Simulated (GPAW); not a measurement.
```xyz
10
Lattice="6.107 -1.519 0.000 6.107 1.519 0.000 -1.386 0.000 5.630" Properties=species:S:1:pos:R:3 pbc="T T T" subject="Ga2O3 (C2/m): G0W0 with GPAW, start to end" method="DFT, PBE, plane waves, PAW (and 1 further level or step)" program="GPAW 26.7.0" settings_of_one_run="cutoff 600 eV, GPAW PAW setups 1.2.1 data release, 4×4×4 k-mesh, nbands 361" cost="4 runs, 31 min in all on 4 MPI ranks of Intel Xeon Platinum 8259CL at 2.50GHz (Skylake/Cascade Lake), shared host (the runs of this entry)" notes="The cell and positions come from the Crystallography Open Database and are kept as given unless a step says otherwise. Limits: no spin-orbit coupling. Bands and cutoff are finite, so the gap is not at the basis limit. The miss can reach some tenths of an eV and take either sign; the mesh is an error of its own." pbe_gap="2.42 eV, indirect (only 37 meV under the direct gap)" g0w0_gap_on_the_mesh="4.36 eV" gw_settings="4×4×4 mesh, 163 bands, screening to 78 eV, Godby-Needs plasmon pole" known_limits="not at the basis limit; no spin-orbit coupling"
Ga    0.004    0.000    4.474
Ga   10.824    0.000    1.156
Ga    7.610    0.000    1.768
Ga    3.218    0.000    3.862
O     1.857    0.000    0.618
O     8.971    0.000    5.012
O     1.336    0.000    3.171
O     9.492    0.000    2.459
O     5.701    0.000    1.445
O     5.127    0.000    4.185
```

[Paths, hosts, dates, memory and timing lines, banners, echoed tables and standing remarks are left out of the program output.]

[Logs are printed without paths, hosts, clocks, repeated set-up lines and the standing remarks that a program may print on its own settings, such as how far it seeks lower states.]

[Runs of the session that timed out or met a known fault of the program may be left out.]

[Hosts, paths, dates, database ids (printed as entryN), source tags and the programs' standing remarks are cut or masked in the printed files.]
